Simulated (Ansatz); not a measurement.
## Phonons of ScCo (Pm-3m) against volume

Wanted: mode Grüneisen parameters of ScCo (Pm-3m).

Program: Ansatz 0.2.0. Level of theory: DFT PBEsol, scalar-relativistic, plane waves, PAW; PAW set soft_1. Results are calculated unless marked as measured.

Report form: the programs' logs are mostly left out.

### Step 1. The structure

It takes space group Pm-3m (No. 221, cubic). The conventional cell has a = 3.072 Å, b = 3.072 Å, c = 3.072 Å, α = 90.00°, β = 90.00°, γ = 90.00°. Sc has 8 Co at 2.66 Å nearest. Nearest to Co lie 8 Sc at 2.66 Å. Farther neighbours are not listed.

### Step 2. Response at finite wavevector

The cell comes from relaxations at this level that are not shown. Stability and thermal properties need the whole zone. Linear response on a 4×4×4 q mesh gives force constants as far as a supercell of that size would.

The input, input.yaml:

```yaml
crystal:
  lattice:
    - [3.0716497129, 0.0, 0.0]
    - [0.0, 3.0716497129, 0.0]
    - [0.0, 0.0, 3.0716497129]
  atoms:
    - { symbol: Sc, position: [0.5, 0.5, 0.5] }
    - { symbol: Co, position: [0.0, 0.0, 0.0] }
kpoints:
  mp_grid: { grid: [16, 16, 16] }
hamiltonian:
  xc: pbesol
  pseudopotentials: { kind: paw, azcp: { folder: soft_1 }, xc_functional: pbe }
scf:
  occupations: { method: methfessel_paxton, width: 0.2 }
output:
  eigenvalues: true
phonons:
  method: dfpt
  qmesh: [4, 4, 4]
  temperatures: { t_max: 1000, t_step: 50 }
  qpath:
    path:
      - [[0.0, 0.0, 0.0], [0.0, 0.5, 0.0], [0.5, 0.5, 0.0], [0.0, 0.0, 0.0], [0.5, 0.5, 0.5], [0.0, 0.5, 0.0]]
      - [[0.5, 0.5, 0.5], [0.5, 0.5, 0.0]]
    npoints: 10
```

Command:

```
> ansatz run input.yaml --threads 4 --pin off --max-ram 10240MiB --backend cpu --events-out ev --progress --plain --runs-dir out
```

Elapsed: 7.4 min, on 4 threads of Arm Neoverse V2, shared host; peak memory 3.2 GiB.

This step gave:

```
volume per atom                                         : 14.49 Å³
gap on the k-mesh                                       : 0 eV
sum-rule residual before enforcement                    : 4.74e-5 eV/Å²
lowest frequency on the path                            : 0 cm⁻¹
point group                                             : m-3m
highest frequency on the path or at a solved wavevector : 321.1 cm⁻¹
mean frequency                                          : 195.4 cm⁻¹
Debye temperature (second moment)                       : 378 K
logarithmic mean frequency                              : 186.1 cm⁻¹
highest optical mode at the zone centre (no LO-TO term) : 222.1 cm⁻¹
lowest optical zone-centre mode                         : 222.1 cm⁻¹
lowest mode on the q mesh (acoustic modes at Γ apart)   : 83.33 cm⁻¹
zero-point energy per atom                              : 36.35 meV
heat capacity at 300 K                                  : 23.07 J/(mol atoms K)
vibrational entropy at 300 K                            : 28.73 J/(mol atoms K)
```

Frequencies (cm⁻¹) solved at each irreducible wavevector; negative means imaginary. Frequencies by wavevector, by row:

```csv
q in reciprocal lattice units,star,mode 1,mode 2,mode 3,mode 4,mode 5,mode 6
0 0 0,1,0,0,0,222.1,222.1,222.1
0 0 0.25,6,83.3,83.3,139.2,207.2,207.2,282.1
0 0 -0.5,3,143.9,143.9,175.1,175.1,185.4,321.1
0 0.25 0.25,12,112,112.9,176.4,197.6,249.6,254.9
0 0.25 -0.5,12,142.8,156.4,162.1,185.4,234.7,301.7
0 -0.5 -0.5,3,140.1,151.6,151.6,195.4,282.7,282.7
0.25 0.25 0.25,8,140.5,140.5,184.8,239.4,239.4,242.8
0.25 0.25 -0.5,12,157.4,170.2,177.9,220,234,291.1
0.25 -0.5 -0.5,6,166.2,166.2,187.8,223.5,282,282
-0.5 -0.5 -0.5,1,183.3,183.3,183.3,281.7,281.7,281.7
```

Symmetry leaves 10 wavevectors to solve. The lowest mode among them, the acoustic zeros apart, lies at q = (0, 0, 0.25) and is real, 83.3 cm⁻¹.

### Step 3. Relaxing at another volume, volume ratio 0.97

The volume is scaled by 0.97 and held; symmetry leaves nothing to relax, so this is a single point. The modes can then be followed against volume.

input.yaml, the sections that differ from step 2:

```yaml
crystal:
  lattice:
    - [3.0406208267, 0.0, 0.0]
    - [0.0, 3.0406208267, 0.0]
    - [0.0, 0.0, 3.0406208267]
  atoms:
    - { symbol: Sc, position: [0.5, 0.5, 0.5] }
    - { symbol: Co, position: [0.0, 0.0, 0.0] }
output:
  forces: true
  stress: true
  eigenvalues: true
# kpoints, hamiltonian, scf: as in step 2
# phonons: removed
```

It took 1.1 s on 4 threads; peak memory 0.38 GiB; 3.9 s of CPU time.

This step gave:

```
pressure        : 4.304 GPa
volume per atom : 14.06 Å³
```

The run ends at a pressure of 4.30 GPa.

### Step 4. Phonons at the other volume, volume ratio 0.97

The phonons are repeated at this volume on the same k and q meshes.

Changes to input.yaml since step 3:

```diff
@@ -16,4 +16,11 @@
 output:
-  forces: true
-  stress: true
   eigenvalues: true
+phonons:
+  method: dfpt
+  qmesh: [4, 4, 4]
+  temperatures: { t_max: 1000, t_step: 50 }
+  qpath:
+    path:
+      - [[0.0, 0.0, 0.0], [0.0, 0.5, 0.0], [0.5, 0.5, 0.0], [0.0, 0.0, 0.0], [0.5, 0.5, 0.5], [0.0, 0.5, 0.0]]
+      - [[0.5, 0.5, 0.5], [0.5, 0.5, 0.0]]
+    npoints: 10
```

Wall time 7.3 min (4 threads); peak memory 3.2 GiB.

Numbers from this step:

* sum-rule residual before enforcement: 3.14e-5 eV/Å²
* highest frequency on the path or at a solved wavevector: 333.5 cm⁻¹
* mean frequency: 203.9 cm⁻¹
* Debye temperature (second moment): 395 K
* logarithmic mean frequency: 194 cm⁻¹
* highest optical mode at the zone centre (no LO-TO term): 233.4 cm⁻¹
* lowest optical zone-centre mode: 233.4 cm⁻¹
* lowest mode on the q mesh (acoustic modes at Γ apart): 86.55 cm⁻¹
* zero-point energy per atom: 37.91 meV
* heat capacity at 300 K: 22.92 J/(mol atoms K)
* vibrational entropy at 300 K: 27.79 J/(mol atoms K)

Frequencies (cm⁻¹) solved at each irreducible wavevector; negative means imaginary. Frequencies by wavevector, by row:

```
q in reciprocal lattice units  star  mode 1  mode 2  mode 3  mode 4  mode 5  mode 6
                        0 0 0     1       0       0       0   233.4   233.4   233.4
                     0 0 0.25     6    86.5    86.5   145.4   217.1   217.1   294.1
                     0 0 -0.5     3   150.2   150.2   181.8   181.8   194.3   333.5
                  0 0.25 0.25    12   114.9   117.4   184.7   206.4     263   264.9
                  0 0.25 -0.5    12   149.5   161.3   168.4   192.2   247.2   315.1
                  0 -0.5 -0.5     3     147   156.8   156.8   201.8   297.1   297.1
               0.25 0.25 0.25     8   145.4   145.4   192.2   251.1   251.1   253.5
               0.25 0.25 -0.5    12   162.8   176.4   186.2   228.1   246.7   304.1
               0.25 -0.5 -0.5     6   173.4   173.4   195.9   232.1   294.6   294.6
               -0.5 -0.5 -0.5     1   192.8   192.8   192.8   291.8   291.8   291.8
```

The highest optical mode at the zone centre (no LO-TO term) is 233.4 cm⁻¹, +11.3 cm⁻¹ against the base run.

### Step 5. Relaxing at another volume, volume ratio 1.03

The volume is scaled by 1.03 and held; symmetry leaves nothing to relax, so this is a single point. The modes can then be followed against volume.

input.yaml, the sections that differ from step 4:

```yaml
crystal:
  lattice:
    - [3.1020640643, 0.0, 0.0]
    - [0.0, 3.1020640643, 0.0]
    - [0.0, 0.0, 3.1020640643]
  atoms:
    - { symbol: Sc, position: [0.5, 0.5, 0.5] }
    - { symbol: Co, position: [0.0, 0.0, 0.0] }
output:
  forces: true
  stress: true
  eigenvalues: true
# kpoints, hamiltonian, scf: as in step 4
# phonons: removed
```

The job ended after 1.3 s (4 threads; peak memory 0.38 GiB; 4.5 s of CPU time).

Numbers from this step:

* pressure: -3.697 GPa
* volume per atom: 14.93 Å³

The run ends at a pressure of -3.70 GPa.

### Step 6. Phonons at the other volume, volume ratio 1.03

Changes to input.yaml since step 5:

```diff
@@ -16,4 +16,11 @@
 output:
-  forces: true
-  stress: true
   eigenvalues: true
+phonons:
+  method: dfpt
+  qmesh: [4, 4, 4]
+  temperatures: { t_max: 1000, t_step: 50 }
+  qpath:
+    path:
+      - [[0.0, 0.0, 0.0], [0.0, 0.5, 0.0], [0.5, 0.5, 0.0], [0.0, 0.0, 0.0], [0.5, 0.5, 0.5], [0.0, 0.5, 0.0]]
+      - [[0.5, 0.5, 0.5], [0.5, 0.5, 0.0]]
+    npoints: 10
```

Wall time 7.6 min (4 threads); peak memory 3.3 GiB.

This step gave:

| Item | Value |
| --- | --- |
| sum-rule residual before enforcement | 9.99e-6 eV/Å² |
| highest frequency on the path or at a solved wavevector | 309.1 cm⁻¹ |
| mean frequency | 187.2 cm⁻¹ |
| Debye temperature (second moment) | 362 K |
| logarithmic mean frequency | 178.5 cm⁻¹ |
| highest optical mode at the zone centre (no LO-TO term) | 211.1 cm⁻¹ |
| lowest optical zone-centre mode | 211.1 cm⁻¹ |
| lowest mode on the q mesh (acoustic modes at Γ apart) | 80.19 cm⁻¹ |
| zero-point energy per atom | 34.82 meV |
| heat capacity at 300 K | 23.22 J/(mol atoms K) |
| vibrational entropy at 300 K | 29.71 J/(mol atoms K) |

Frequencies (cm⁻¹) solved at each irreducible wavevector; negative means imaginary. Frequencies by wavevector, by row:

```
q in reciprocal lattice units  star  mode 1  mode 2  mode 3  mode 4  mode 5  mode 6
                        0 0 0     1       0       0       0   211.1   211.1   211.1
                     0 0 0.25     6    80.2    80.2   133.4   197.6   197.6   270.5
                     0 0 -0.5     3   137.7   137.7   168.4   168.4   176.9   309.1
                  0 0.25 0.25    12   108.4   108.9   168.2   188.9   236.7   245.3
                  0 0.25 -0.5    12   136.4   151.5   155.6   178.7   222.6     289
                  0 -0.5 -0.5     3   133.5   146.1   146.1   188.9     269     269
               0.25 0.25 0.25     8   135.5   135.5   177.3   228.2   228.2   232.7
               0.25 0.25 -0.5    12     152     164   169.8   212.1   221.9   278.7
               0.25 -0.5 -0.5     6     159     159   179.8   215.2     270     270
               -0.5 -0.5 -0.5     1   174.1   174.1   174.1   271.9   271.9   271.9
```

The highest optical mode at the zone centre (no LO-TO term) is 211.1 cm⁻¹, -11.0 cm⁻¹ against the base run.

### Step 7. Grüneisen parameters

The Grüneisen parameter of a mode is minus the logarithmic change of its frequency with volume, −d ln ω / d ln V; weighted by heat capacity it gives the expansion.

Numbers from this step:

* bulk modulus: 133.3 GPa

The phonon branches at the labelled points (cm⁻¹):

```
    point  branch 1  branch 2  branch 3  branch 4  branch 5  branch 6
        Γ         0         0         0       222       222       222
  halfway        83        83       139       207       207       282
        X       144       144       175       175       185       321
  halfway       143       156       162       185       235       302
        M       140       152       152       195       283       283
  halfway       112       113       176       198       250       255
        Γ         0         0         0       222       222       222
  halfway       140       140       185       239       239       243
        R       183       183       183       282       282       282
  halfway       157       170       178       220       234       291
        X       144       144       175       175       185       321
jump to R       183       183       183       282       282       282
  halfway       166       166       188       224       282       282
        M       140       152       152       195       283       283
```

The same for volume x 0.97:

| point | branch 1 | branch 2 | branch 3 | branch 4 | branch 5 | branch 6 |
| --- | --- | --- | --- | --- | --- | --- |
| Γ | 0 | 0 | 0 | 233 | 233 | 233 |
| X | 150 | 150 | 182 | 182 | 194 | 334 |
| M | 147 | 157 | 157 | 202 | 297 | 297 |
| Γ | 0 | 0 | 0 | 233 | 233 | 233 |
| R | 193 | 193 | 193 | 292 | 292 | 292 |
| X | 150 | 150 | 182 | 182 | 194 | 334 |
| R | 193 | 193 | 193 | 292 | 292 | 292 |
| M | 147 | 157 | 157 | 202 | 297 | 297 |

The same for volume x 1.03:

```
point  branch 1  branch 2  branch 3  branch 4  branch 5  branch 6
    Γ         0         0         0       211       211       211
    X       138       138       168       168       177       309
    M       134       146       146       189       269       269
    Γ         0         0         0       211       211       211
    R       174       174       174       272       272       272
    X       138       138       168       168       177       309
    R       174       174       174       272       272       272
    M       134       146       146       189       269       269
```

Mode Grueneisen parameter -dln(w)/dln(V), modes matched by rank; at Γ the acoustic branches take the value of a neighbouring point of the path. The mode Grüneisen parameters at the labelled points ():

| point | branch 1 | branch 2 | branch 3 | branch 4 | branch 5 | branch 6 |
| --- | --- | --- | --- | --- | --- | --- |
| Γ | 1.33 | 1.33 | 1.27 | 1.67 | 1.67 | 1.67 |
| halfway | 1.28 | 1.28 | 1.44 | 1.57 | 1.57 | 1.39 |
| X | 1.45 | 1.45 | 1.28 | 1.28 | 1.56 | 1.27 |
| halfway | 1.53 | 1.04 | 1.32 | 1.21 | 1.75 | 1.44 |
| M | 1.61 | 1.18 | 1.18 | 1.10 | 1.66 | 1.66 |
| halfway | 0.97 | 1.25 | 1.56 | 1.48 | 1.76 | 1.28 |
| Γ | 1.29 | 0.68 | 1.53 | 1.67 | 1.67 | 1.67 |
| halfway | 1.17 | 1.17 | 1.34 | 1.60 | 1.60 | 1.43 |
| R | 1.70 | 1.70 | 1.70 | 1.18 | 1.18 | 1.18 |
| halfway | 1.14 | 1.21 | 1.55 | 1.21 | 1.77 | 1.45 |
| X | 1.45 | 1.45 | 1.28 | 1.28 | 1.56 | 1.27 |
| jump to R | 1.70 | 1.70 | 1.70 | 1.18 | 1.18 | 1.18 |
| halfway | 1.44 | 1.44 | 1.43 | 1.26 | 1.45 | 1.45 |
| M | 1.61 | 1.18 | 1.18 | 1.10 | 1.66 | 1.66 |

(dS/dlnV)/C_V. Thermodynamic Grueneisen parameter against temperature:

```
temperature (K)  thermodynamic Grueneisen parameter
             50                                1.28
            100                                1.35
            150                                1.37
            200                                1.38
            250                                1.38
            300                                1.38
            350                                1.38
            400                                1.39
            450                                1.39
            500                                1.39
            550                                1.39
            600                                1.39
            650                                1.39
            700                                1.39
            750                                1.39
            800                                1.39
            850                                1.39
            900                                1.39
            950                                1.39
           1000                                1.39
```

Gamma C_V/(B V) at the static volume. The volume expansion by temperature:

```
temperature (K)  volume expansion (1e-6/K)
             50                       4.64
            100                       15.9
            150                       21.9
            200                       24.9
            250                       26.5
            300                       27.4
            350                       28.0
            400                       28.4
            450                       28.7
            500                       28.9
            550                       29.0
            600                       29.1
            650                       29.2
            700                       29.3
            750                       29.4
            800                       29.4
            850                       29.4
            900                       29.5
            950                       29.5
           1000                       29.5
```

### Step 8. What came out

| Quantity | Value |
| --- | --- |
| bulk modulus | 133 GPa |
| thermodynamic Grüneisen parameter at 300 K | 1.383 |
| volume expansion at 300 K, estimated | 27.43 × 10⁻⁶ K⁻¹ |

In words: By this estimate the volume grows by 27.4 × 10⁻⁶ per kelvin at 300 K. The highest optical mode at Γ goes from 233 to 211 cm⁻¹ as the cell grows, a Grüneisen parameter of 1.67. Mode parameters on the path run from 0.68 to 1.9, with a median of 1.4. Branches are matched by rank, so values near crossings are rough. The expansion is the Grüneisen estimate at the static volume, with the static bulk modulus. Some magnetic starts kept moments in single points, but the one carried on lost them, and the others were not relaxed, so the runs shown are non-magnetic; if the real compound is magnetic, its cell and modes can differ much. With no gap, or one that is small against the smearing, the frequencies hang on the k mesh and the smearing, most of all near Kohn anomalies. The phonon runs are without spin polarisation, although Co often carries a moment. The PAW files were made for PBE and serve the other functionals too.

[Logs are printed without paths, hosts, clocks, repeated set-up lines and the standing remarks that a program may print on its own settings, such as how far it seeks lower states.]

[Hosts, paths, dates, database ids (printed as entryN), source tags and the programs' standing remarks are cut or masked in the printed files.]
